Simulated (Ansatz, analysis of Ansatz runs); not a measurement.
# Moving an added hole between C sites in MgAl2C2 (P-3m1), part 2 of 3

Question: does an added hole stay on the C atom where it is started in MgAl2C2 (P-3m1), and if so, how high is the barrier for a hop to another C site nearby? Model: a cell of 90 host atoms.

Ansatz 0.2.0; plane-wave PAW DFT, PBEsol+U; relaxation of all atoms of a supercell at fixed charge in a uniform background; PAW set soft_1.

So far. Step 2 (The cell without the carrier): The largest displacement from an ideal site is 0.038 Å.

**3. The hole on the first site**

The nearest neighbour or neighbours of the site start displaced and the site's starting moment is changed by the carrier's spin, since a carrier doesn't trap itself in the undistorted lattice.

Contents of A.relax/input.yaml:

```yaml
crystal:
  lattice:
    - [10.12601677, 0.0, 0.0]
    - [-5.06300839, 8.76938776, 0.0]
    - [0.0, 0.0, 11.54676988]
  atoms:
    - { symbol: Mg, position: [-4.0e-06, 0.00025, 0.000293] }
    - { symbol: Al, position: [0.222256, 0.111242, 0.175954] }
    - { symbol: Al, position: [0.111144, 0.222345, 0.324702] }
    - { symbol: C, position: [0.1112, 0.222319, 0.138045] }
    - { symbol: C, position: [0.222226, 0.111211, 0.362407] }
    - { symbol: Mg, position: [0.000201, -3.4e-05, 0.500159] }
    - { symbol: Al, position: [0.222205, 0.11128, 0.675766] }
    - { symbol: Al, position: [0.110985, 0.222336, 0.824686] }
    - { symbol: C, position: [0.111041, 0.222329, 0.638038] }
    - { symbol: C, position: [0.222233, 0.111291, 0.862258] }
    - { symbol: Mg, position: [2.9e-05, 0.333553, 0.000233] }
    - { symbol: Al, position: [0.222341, 0.444547, 0.175751] }
    - { symbol: Al, position: [0.111189, 0.555637, 0.324674] }
    - { symbol: C, position: [0.111235, 0.555694, 0.138034] }
    - { symbol: C, position: [0.222251, 0.444483, 0.362317] }
    - { symbol: Mg, position: [-6.6e-05, 0.333231, 0.500224] }
    - { symbol: Al, position: [0.222078, 0.444572, 0.675796] }
    - { symbol: Al, position: [0.110994, 0.555676, 0.824691] }
    - { symbol: C, position: [0.111093, 0.555751, 0.638117] }
    - { symbol: C, position: [0.222064, 0.444528, 0.862265] }
    - { symbol: Mg, position: [0.000294, 0.667056, 0.000299] }
    - { symbol: Al, position: [0.222403, 0.777882, 0.175876] }
    - { symbol: Al, position: [0.111232, 0.888967, 0.324667] }
    - { symbol: C, position: [0.1113, 0.889072, 0.138168] }
    - { symbol: C, position: [0.222393, 0.777948, 0.362294] }
    - { symbol: Mg, position: [0.000223, 0.666888, 0.500374] }
    - { symbol: Al, position: [0.222152, 0.777905, 0.675875] }
    - { symbol: Al, position: [0.111065, 0.889087, 0.824663] }
    - { symbol: C, position: [0.111069, 0.889001, 0.638131] }
    - { symbol: C, position: [0.222101, 0.777944, 0.862406] }
    - { symbol: Mg, position: [0.333211, 8.8e-05, 0.000463] }
    - { symbol: Al, position: [0.555624, 0.111414, 0.175879] }
    - { symbol: Al, position: [0.436154, 0.205854, 0.321717] }
    - { symbol: C, position: [0.444337, 0.222351, 0.138034] }
    - { symbol: C, position: [0.555635, 0.111425, 0.362341] }
    - { symbol: Mg, position: [0.333431, 0.000305, 0.500333] }
    - { symbol: Al, position: [0.55566, 0.111091, 0.675785] }
    - { symbol: Al, position: [0.444523, 0.22224, 0.824598] }
    - { symbol: C, position: [0.444557, 0.222227, 0.638134] }
    - { symbol: C, position: [0.555616, 0.111145, 0.862432] }
    - { symbol: Mg, position: [0.333276, 0.332904, 0.000236] }
    - { symbol: Al, position: [0.555562, 0.444646, 0.162874] }
    - { symbol: Al, position: [0.436215, 0.564172, 0.321594] }
    - { symbol: C, position: [0.444544, 0.555865, 0.138236] }
    - { symbol: C, position: [0.555638, 0.444695, 0.362279], spin: 1.0 }
    - { symbol: Mg, position: [0.333283, 0.333756, 0.500262] }
    - { symbol: Al, position: [0.555584, 0.444551, 0.675775] }
    - { symbol: Al, position: [0.444272, 0.555452, 0.824713] }
    - { symbol: C, position: [0.444354, 0.555468, 0.638035] }
    - { symbol: C, position: [0.555526, 0.444489, 0.86241] }
    - { symbol: Mg, position: [0.333272, 0.666723, 0.000297] }
    - { symbol: Al, position: [0.555657, 0.778023, 0.175762] }
    - { symbol: Al, position: [0.444655, 0.88923, 0.324748] }
    - { symbol: C, position: [0.444559, 0.889119, 0.138059] }
    - { symbol: C, position: [0.555678, 0.778102, 0.362484] }
    - { symbol: Mg, position: [0.333397, 0.667013, 0.500273] }
    - { symbol: Al, position: [0.555483, 0.777672, 0.675876] }
    - { symbol: Al, position: [0.44435, 0.888942, 0.824728] }
    - { symbol: C, position: [0.444388, 0.888869, 0.638204] }
    - { symbol: C, position: [0.555368, 0.777661, 0.862398] }
    - { symbol: Mg, position: [0.666447, 0.000363, 0.000242] }
    - { symbol: Al, position: [0.888916, 0.111291, 0.175711] }
    - { symbol: Al, position: [0.777795, 0.222368, 0.324693] }
    - { symbol: C, position: [0.777825, 0.222385, 0.13803] }
    - { symbol: C, position: [0.88894, 0.111303, 0.362289] }
    - { symbol: Mg, position: [0.666899, -0.00011, 0.500347] }
    - { symbol: Al, position: [0.888868, 0.111093, 0.675799] }
    - { symbol: Al, position: [0.777771, 0.222314, 0.824678] }
    - { symbol: C, position: [0.777816, 0.222226, 0.638097] }
    - { symbol: C, position: [0.888807, 0.111167, 0.862411] }
    - { symbol: Mg, position: [0.6667, 0.333545, 0.000243] }
    - { symbol: Al, position: [0.88896, 0.444616, 0.17577] }
    - { symbol: Al, position: [0.794448, 0.564034, 0.321643] }
    - { symbol: C, position: [0.777814, 0.55573, 0.138097] }
    - { symbol: C, position: [0.888961, 0.444604, 0.362319] }
    - { symbol: Mg, position: [0.666591, 0.333423, 0.500207] }
    - { symbol: Al, position: [0.888884, 0.444487, 0.675744] }
    - { symbol: Al, position: [0.777803, 0.555684, 0.824674] }
    - { symbol: C, position: [0.777814, 0.555697, 0.638122] }
    - { symbol: C, position: [0.88884, 0.444508, 0.862316] }
    - { symbol: Mg, position: [0.666556, 0.666707, 0.000245] }
    - { symbol: Al, position: [0.888984, 0.777954, 0.175791] }
    - { symbol: Al, position: [0.777867, 0.889077, 0.324635] }
    - { symbol: C, position: [0.77786, 0.889033, 0.138053] }
    - { symbol: C, position: [0.888968, 0.777966, 0.362405] }
    - { symbol: Mg, position: [0.666727, 0.666723, 0.500136] }
    - { symbol: Al, position: [0.888852, 0.777866, 0.675821] }
    - { symbol: Al, position: [0.777653, 0.888949, 0.824736] }
    - { symbol: C, position: [0.777704, 0.888897, 0.638136] }
    - { symbol: C, position: [0.888874, 0.777939, 0.862314] }
total_charge: 1
basis:
  ecutwfc: 420
  xc_grid: 2
hamiltonian:
  xc: pbesol
  hubbard:
    sites: [{ species: C, l: p, u_eff: 6.0 }]
    projectors: ortho-atomic
  pseudopotentials: { kind: paw, azcp: { folder: soft_1 }, xc_functional: pbe }
kpoints:
  mp_grid: { grid: [1, 1, 1] }
magnetization:
  spin_polarized: true
  initial_magnetization: 1
  spin_locking: { lock_magnetization: hard }
scf:
  occupations: { method: fermi_dirac, width: 0.01 }
  max_iter: 120
  lower_state_search: "off"
output:
  forces: true
relax:
  f_tol: 0.015
  max_steps: 70
  escape_saddle: false
checkpoint:
  write: "../A.relax.run"
  compress: false
  write_wavefunctions: true
  write_every: 100000
```

Run with:

```sh
$ ansatz run input.yaml --threads 4 --pin off --max-ram 9420MiB --backend cpu --events-out ev --progress --plain --runs-dir out
```

Numbers of over 12 decimals in the logs are rounded to 6 here.

What it wrote:

```text
[...]
Crystal: 90 atoms, lattice volume = 1025.341 Å³
Basis set: ecut = 420 eV, 20007 PW (Γ), exchange–correlation on 144×144×160 points (8 copies of the dense FFT grid, shifted against one another)
Bands: 306, of which v1, the nominal top of the filled ones, is band 216 counted from 1 (215 counted from 0)
Symmetry: 1 space group operations
[...]
k-points: 1
[...]
Starting moments: Σ|m| = 1 μB on 1 of 90 sites
[...]
SCF iter   1: F=—  HF=-62005.626022 eV  |F-HF|=—  |Δ(HF+E_count)|=         —  Δρ=4.35e-2 (↑4.35e-2 ↓4.35e-2)  dr2=1.07e2  dr2_m=4.69e-2  M=1.000 μB ∫|m|=1.381 μB  β_m=0.30  ethr=3.10e-3  ⟨swp⟩=6.0  Hψ=2703  notcnv=0  defer=51
[...]
spin=Collinear: Resta preconditioning applied to the charge; magnetization (m = ρ↑ − ρ↓) channel mixes plain (no charge-response kernel on spin).
SCF iter   2: F=—  HF=-62029.671362 eV  |F-HF|=—  |Δ(HF+E_count)|=    2.40e1  Δρ=3.00e-2 (↑3.00e-2 ↓3.00e-2)  dr2=5.13e1  dr2_m=3.63e-2  M=1.000 μB ∫|m|=1.376 μB  β_m=0.62  ethr=3.10e-3  ⟨swp⟩=2.0  Hψ=987  notcnv=0  defer=155
[...]
SCF iter  10: F=-62050.662187 eV  HF=-62050.662187 eV  |F-HF|=1.42e-7  |Δ(HF+E_count)|=   5.57e-7  Δρ=3.03e-6 (↑1.06e-6 ↓3.03e-6)  dr2=8.43e-8  dr2_m=2.76e-8  M=1.000 μB ∫|m|=1.291 μB  ethr=5.81e-11  ⟨swp⟩=1.0  Hψ=1361  notcnv=0
SCF 1 converged in 10 iterations: F = -62050.662187 eV  dr2 = 8.43e-8
[...]
relax step   1: F+E_penalty+E_count = -62050.66218749 eV  Δ(F+E_penalty+E_count) = +0.000e0 eV  max|allowed force component| = 1.908e0 eV/Å  Δτ_max = 0.0000 Å  (10 SCF iters, dr2 threshold 5.63e-6 eV, accepted)
[...]
relax step   2: F+E_penalty+E_count = -62051.08136069 eV  Δ(F+E_penalty+E_count) = -4.192e-1 eV  max|allowed force component| = 6.624e-1 eV/Å  Δτ_max = 0.1243 Å  (6 SCF iters, dr2 threshold 1.00e-4 eV, accepted)
relax step   3: F+E_penalty+E_count = -62051.17148979 eV  Δ(F+E_penalty+E_count) = -9.013e-2 eV  max|allowed force component| = 3.329e-1 eV/Å  Δτ_max = 0.0390 Å  (6 SCF iters, dr2 threshold 2.74e-5 eV, accepted)
relax step   4: F+E_penalty+E_count = -62051.19868299 eV  Δ(F+E_penalty+E_count) = -2.719e-2 eV  max|allowed force component| = 1.362e-1 eV/Å  Δτ_max = 0.0390 Å  (6 SCF iters, dr2 threshold 1.34e-5 eV, accepted)
relax step   5: F+E_penalty+E_count = -62051.20571961 eV  Δ(F+E_penalty+E_count) = -7.037e-3 eV  max|allowed force component| = 4.383e-2 eV/Å  Δτ_max = 0.0261 Å  (6 SCF iters, dr2 threshold 3.10e-6 eV, accepted)
relax step   6: F+E_penalty+E_count = -62051.20647370 eV  Δ(F+E_penalty+E_count) = -7.541e-4 eV  max|allowed force component| = 1.803e-2 eV/Å  Δτ_max = 0.0029 Å  (9 SCF iters, accepted)
SCF iter   1: F=—  HF=-62051.206723 eV  |F-HF|=—  |Δ(HF+E_count)|=         —  Δρ=6.57e-5 (↑4.63e-5 ↓6.57e-5)  dr2=1.74e-4  dr2_m=3.89e-6  M=1.000 μB ∫|m|=1.327 μB  β_m=0.30  ethr=3.78e-7  ⟨swp⟩=4.0  Hψ=1270  notcnv=0  defer=164
[...]
SCF iter   8: F=-62051.206617 eV  HF=-62051.206617 eV  |F-HF|=1.89e-10  |Δ(HF+E_count)|=   8.39e-8  Δρ=3.95e-7 (↑3.55e-7 ↓3.95e-7)  dr2=3.51e-9  dr2_m=6.17e-10  M=1.000 μB ∫|m|=1.326 μB  ethr=2.28e-12  ⟨swp⟩=1.0  Hψ=1731  notcnv=0
SCF 7 converged in 8 iterations: F = -62051.206617 eV  dr2 = 3.51e-9
relax step   7: F+E_penalty+E_count = -62051.20661748 eV  Δ(F+E_penalty+E_count) = -1.438e-4 eV  max|allowed force component| = 8.545e-3 eV/Å  Δτ_max = 0.0018 Å  (8 SCF iters, accepted)
NSCF: frozen V_eff on 1 k-points
[...]
SCF converged after 8 iterations
Stability checked in part: among states of this total moment the steps that led to this state did not find it unstable. No probe was made; neither looks for a lower state of another moment (fixed_total_moment; see scf.lower_state_search)
Magnetization: 1.0000 μB (216.0000 up, 215.0000 down)
Absolute magnetization: 1.3286 μB (∫|ρ↑−ρ↓|, with the PAW one-centre terms)
[...]
Per-site moments (μB) at R_I (Å): [(0.000681317, 1.035182), (-0.000205322, 0.823124), (-7.782934543320507e-5, 0.820035), [... 87 left out ...]
Free energy (F): -62051.206617 eV
[...]
Internal energy: -62051.206617 eV  (E = F + TS)
E sigma→0 (E₀):  -62051.206617 eV
Fermi energy:    8.135151 (↑ 9.270783, ↓ 8.134290) eV
[...]
--- Forces (eV/Å), atoms counted from 1 ---
  atom   1  Mg     0.00077929    -0.00010366    -0.00081534
  atom   2  Al     0.00109097     0.00173715    -0.00040389
  [... 29 atoms left out ...]
  atom  32  Al    -0.00098594     0.00146499    -0.00031153
  atom  33  Al     0.00021067     0.00393789    -0.00297298
  atom  34  C      0.00018108    -0.00161087     0.00705332
  atom  35  C      0.00055070    -0.00291392     0.00078355
  [... 6 atoms left out ...]
  atom  42  Al     0.00025377     0.00109025    -0.00703422
  atom  43  Al     0.00456241    -0.00270406    -0.00478281
  [... 1 atom left out ...]
  atom  45  C     -0.00017345    -0.00109353     0.00854559
  [... 27 atoms left out ...]
  atom  73  Al    -0.00465571    -0.00256882    -0.00525336
  atom  74  C      0.00220022     0.00125131     0.00513973
  [... 16 atoms left out ...]
  max |Σ_I F_I| component: 2.12e-5 eV/Å
--- Band table (eV) ---
[...]
Occupation matrices written to <dir>
--- Relaxed structure (7 steps of the walk, 7 accepted, 0 SCFs on fresh bases) ---
  F+E_penalty+E_count = -62051.20661748 eV   max|allowed force component| = 8.545e-3 eV/Å
  atoms:
    - { symbol: Mg, position: [-0.000184, 0.000251, -0.000232] }
    - { symbol: Al, position: [0.221528, 0.111042, 0.175805] }
    [... 29 atoms left out ...]
    - { symbol: Al, position: [0.556088, 0.111071, 0.175807] }
    - { symbol: Al, position: [0.443123, 0.219700, 0.326076] }
    - { symbol: C, position: [0.445037, 0.223528, 0.140216] }
    - { symbol: C, position: [0.556304, 0.111453, 0.362453] }
    [... 6 atoms left out ...]
    - { symbol: Al, position: [0.555538, 0.444521, 0.163170] }
    - { symbol: Al, position: [0.443085, 0.557070, 0.326163] }
    [... 1 atom left out ...]
    - { symbol: C, position: [0.555619, 0.444651, 0.367625] }
    [... 27 atoms left out ...]
    - { symbol: Al, position: [0.780569, 0.557061, 0.326181] }
    - { symbol: C, position: [0.776547, 0.555048, 0.140361] }
    [... 16 atoms left out ...]
```

Run time: 95 s. Hardware: 4 threads of Intel Xeon Platinum 8259CL at 2.50GHz (Skylake/Cascade Lake), shared host; peak memory 2.1 GiB; 6 min of CPU time.

The steps of the relaxation:

| step | energy less that of the first step (eV) | largest force component (eV/Å) |
| --- | --- | --- |
| 1 | 0.0000 | 1.9076 |
| 2 | -0.4192 | 0.6624 |
| 3 | -0.5093 | 0.3329 |
| 4 | -0.5365 | 0.1362 |
| 5 | -0.5435 | 0.0438 |
| 6 | -0.5443 | 0.0180 |
| 7 | -0.5444 | 0.0085 |

The atoms that moved most (Å):

```csv
atom,dx,dy,dz,length
Al43,0.106,-0.062,0.053,0.133
Al73,-0.105,-0.061,0.052,0.133
Al33,0.000,0.121,0.050,0.131
Mg76,0.088,-0.050,0.023,0.103
Mg46,-0.085,-0.052,0.022,0.103
Mg86,-0.001,0.100,0.023,0.102
Mg81,0.001,0.064,-0.039,0.074
Mg71,0.055,-0.032,-0.039,0.074
```

The moves above count from the input, in which the site's nearest neighbours were already displaced; the distances below compare with the cell without the carrier.

Distances from C45 without and with the hole:

```csv
atom,without (Å),with (Å)
Al33,2.00,2.03
Al73,2.00,2.03
Al43,2.00,2.03
Al42,2.15,2.36
Mg86,2.51,2.57
Mg76,2.52,2.57
Mg46,2.52,2.57
```

The largest changes of the moments are 0.40 μB on C45, 0.05 μB on C74 and 0.05 μB on C44. The largest part sits on the chosen site.

**4. The hole on the second site**

The same start is made on the second site, to get the end of the hop.

Contents of B.relax/input.yaml:

```yaml
crystal:
  lattice:
    - [10.12601677, 0.0, 0.0]
    - [-5.06300839, 8.76938776, 0.0]
    - [0.0, 0.0, 11.54676988]
  atoms:
    - { symbol: Mg, position: [-4.0e-06, 0.00025, 0.000293] }
    - { symbol: Al, position: [0.20565, 0.102917, 0.178985] }
[... 30 atom lines left out ...]
    - { symbol: Al, position: [0.444479, 0.222503, 0.337739] }
    - { symbol: C, position: [0.444337, 0.222351, 0.138034], spin: 1.0 }
[... 7 atom lines left out ...]
    - { symbol: Al, position: [0.563887, 0.461295, 0.178895] }
    - { symbol: Al, position: [0.444496, 0.555848, 0.324625] }
[... 1 atom line left out ...]
    - { symbol: C, position: [0.555638, 0.444695, 0.362279] }
[... 27 atom lines left out ...]
    - { symbol: Al, position: [0.777843, 0.55571, 0.324674] }
[... 16 atom lines left out ...]
    - { symbol: C, position: [0.888874, 0.777939, 0.862314] }
total_charge: 1
basis:
  ecutwfc: 420
  xc_grid: 2
hamiltonian:
  xc: pbesol
  hubbard:
    sites: [{ species: C, l: p, u_eff: 6.0 }]
    projectors: ortho-atomic
  pseudopotentials: { kind: paw, azcp: { folder: soft_1 }, xc_functional: pbe }
kpoints:
  mp_grid: { grid: [1, 1, 1] }
magnetization:
  spin_polarized: true
  initial_magnetization: 1
  spin_locking: { lock_magnetization: hard }
scf:
  occupations: { method: fermi_dirac, width: 0.01 }
  max_iter: 120
  lower_state_search: "off"
output:
  forces: true
relax:
  f_tol: 0.015
  max_steps: 70
  escape_saddle: false
checkpoint:
  write: "../B.relax.run"
  compress: false
  write_wavefunctions: true
  write_every: 100000
```

What it wrote:

```text
[...]
Crystal: 90 atoms, lattice volume = 1025.341 Å³
Basis set: ecut = 420 eV, 20007 PW (Γ), exchange–correlation on 144×144×160 points (8 copies of the dense FFT grid, shifted against one another)
Bands: 306, of which v1, the nominal top of the filled ones, is band 216 counted from 1 (215 counted from 0)
Symmetry: 1 space group operations
[...]
k-points: 1
[...]
Starting moments: Σ|m| = 1 μB on 1 of 90 sites
[...]
SCF iter   1: F=—  HF=-62005.623418 eV  |F-HF|=—  |Δ(HF+E_count)|=         —  Δρ=4.35e-2 (↑4.35e-2 ↓4.35e-2)  dr2=1.07e2  dr2_m=4.70e-2  M=1.000 μB ∫|m|=1.382 μB  β_m=0.30  ethr=3.10e-3  ⟨swp⟩=6.0  Hψ=2703  notcnv=0  defer=50
[...]
max |Σ_I F_I| component: 5.90e-6 eV/Å
--- Band table (eV) ---
[...]
Occupation matrices written to <dir>
--- Relaxed structure (7 steps of the walk, 7 accepted, 0 SCFs on fresh bases) ---
  F+E_penalty+E_count = -62051.20662704 eV   max|allowed force component| = 7.708e-3 eV/Å
  atoms:
    - { symbol: Mg, position: [-0.001810, -0.000767, -0.000895] }
    - { symbol: Al, position: [0.219452, 0.109833, 0.174300] }
    [... 29 atoms left out ...]
    - { symbol: Al, position: [0.556917, 0.109904, 0.174381] }
    - { symbol: Al, position: [0.444494, 0.222370, 0.337330] }
    - { symbol: C, position: [0.444402, 0.222334, 0.132842] }
    - { symbol: C, position: [0.554974, 0.111851, 0.360216] }
    [... 6 atoms left out ...]
    - { symbol: Al, position: [0.556930, 0.447284, 0.174361] }
    - { symbol: Al, position: [0.443946, 0.555862, 0.324662] }
    [... 1 atom left out ...]
    - { symbol: C, position: [0.554974, 0.443369, 0.360199] }
    [... 27 atoms left out ...]
    - { symbol: Al, position: [0.778493, 0.555847, 0.324675] }
    - { symbol: C, position: [0.778350, 0.555487, 0.138010] }
    [... 16 atoms left out ...]
[key lines of the parts left out:]
SCF converged after 8 iterations
Magnetization: 1.0000 μB (216.0000 up, 215.0000 down)
Free energy (F): -62051.206627 eV
Fermi energy:    8.135254 (↑ 9.270786, ↓ 8.134393) eV
```

The job ended after 98 s (4 threads; peak memory 2.1 GiB; 6.1 min of CPU time).

Distances from C34 without and with the hole:

```
atom  without (Å)  with (Å)
 Al2         2.00      2.03
Al32         2.00      2.03
Al42         2.00      2.03
Al33         2.16      2.36
Mg41         2.51      2.57
Mg31         2.51      2.57
Mg71         2.52      2.57
```

The largest changes of the moments are 0.40 μB on C34, 0.05 μB on C5 and 0.05 μB on C45. The largest part sits on the chosen site.

(Continued in part 3 of 3.)

[Logs are printed without paths, hosts, clocks, repeated set-up lines and the standing remarks that a program may print on its own settings, such as how far it seeks lower states.]

[Hosts, paths, dates, database ids (printed as entryN), source tags and the programs' standing remarks are cut or masked in the printed files.]
